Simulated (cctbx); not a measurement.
# Which space group?

Cell: a = 4.0370 Å, b = 5.0520 Å, c = 8.8280 Å, α = 90.00°, β = 90.00°, γ = 90.00°. Expected content of the cell: Tm1 Ho1 Cu5 Ni3 Fe2.

Simulated single-crystal data (cctbx): synchrotron X-rays, λ = 0.6889 Å, to d = 0.75 Å, 95 % of the full sphere, strongest reflection 40000 counts, noise from counting, a 2 % proportional error and a noise floor of 15 counts (s.d.); no absorption, some extinction.

Tests on the unmerged data give:

```text
1717 reflections to d = 0.751 A
centring   violations  <I/sigma> of those
    A        143 of   863      2.0
    B        535 of   864     13.1
    C        444 of   855     12.5
    I        477 of   864     16.4
    R        657 of  1142     15.6
    F        561 of  1291      9.2
Laue class    unique    Rint  (classes that these axes allow; Friedel mates merged)
P -1              896   0.018
P 1 2/m 1         500   0.021
P 1 1 2/m         483   0.021
P 2/m 1 1         513   0.020
P m m m           299   0.022
space group    extra absences  I>4sigma  <I/sigma>
P 2 2 2                 0          0         -  acentric
P 2 21 2                6          0       0.6  acentric
P m m 2                 0          0         -  acentric
P 2 m m                 0          0         -  acentric
P m 2 m                 0          0         -  acentric
P m 21 b               53          0       0.4  acentric
P 2 m b                53          0       0.4  acentric
P m m m                 0          0         -  centric
P m m b                53          0       0.4  centric
Wilson B = 0.15 A^2   <|E^2-1|> = 1.049 (0.968 centric, 0.736 acentric)   E^2>4: 4.9 %
shell (A)         n   <I/sigma>
 8.83 - 1.50     48     30.6
 1.50 - 1.19     38     31.1
 1.19 - 1.04     38     42.9
 1.04 - 0.95     37     27.6
 0.95 - 0.88     33     36.7
 0.88 - 0.83     34     33.3
 0.83 - 0.79     34     25.9
 0.79 - 0.75     37     33.9
```

Q: Read the symmetry from these tables.

Every centring test has many violations, so the lattice is primitive.

Rint stays low (0.018 to 0.022) up to P m m m, the highest class in these axes.

9 settings pass the absence test. The most absences obeyed, 53, belong to P m 21 b, P 2 m b and P m m b, which absences can't tell apart.

⟨|E²−1|⟩ = 1.049 leans to a centrosymmetric structure. Here that hint misleads: the statistic assumes many like atoms on general positions, and few, heavy or special-position atoms break it. The Wilson B of 0.15 Å² means U ≈ 0.0019 Å².

The true group is Pmm2 (no. 25), Laue class mmm, non-centrosymmetric. It passes the tests but isn't the first choice, because the arrangement of the atoms makes further classes of reflections very weak or absent.

The model was made for the exercise: a known structure type with other elements put in, its volume estimated, not relaxed; displacement parameters are assumed.

[Logs are printed without paths, hosts, clocks, repeated set-up lines and the standing remarks that a program may print on its own settings, such as how far it seeks lower states.]
